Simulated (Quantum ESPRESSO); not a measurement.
Entries from a set of simulations; values are calculated unless marked as measured.

```xyz
1
Lattice="0.000 1.762 1.762 1.762 0.000 1.762 1.762 1.762 0.000" Properties=species:S:1:pos:R:3 pbc="T T T" subject="Fixed-spin-moment curve of Nickel" method="LDA; plane waves with GBRV 1.5 LDA potentials, no spin-orbit coupling (and 1 further level or step)" program="Quantum ESPRESSO 7.5" settings_of_one_run="GBRV 1.5 LDA, potential files Ni: ni_lda_v1.4.uspp.F.UPF, cutoff 544.23 eV, 14×14×14 k-mesh, 15 bands, fermi-dirac occupations, smearing width 0.1 eV, collinear spin, SCF threshold 2.00e-9, starting moments 1 μB" cost="13 runs, 66 s in all on 2 MPI ranks of Arm Neoverse V2, shared host (the runs of this entry)" notes="The run is spin-polarised, with a total moment of 0.60 μB a cell (absolute 0.68). The cell holds one seeded atom, so opposed orders, which may lie lower, cannot form in it." moment_of_the_free_run="0.60 μB a cell" energy_at_zero_total_moment="29.8 meV a cell over the lowest" delta_e_delta_m2_from_the_lowest_point_to_0p84_and_to_0p36_mu_b="500 and 237 meV/μB²"
Ni    0.000    0.000    0.000
```

[Logs and program files are shortened in this print: banners, set-up blocks, solver, clock and traceback lines can be left out without a mark of their own.]

[Logs are printed without paths, hosts, clocks, repeated set-up lines and the standing remarks that a program may print on its own settings, such as how far it seeks lower states.]

[Hosts, paths, dates, database ids (printed as entryN), source tags and the programs' standing remarks are cut or masked in the printed files.]

[Where a cell is said to come from a database of computed structures, the database is the Materials Project.]
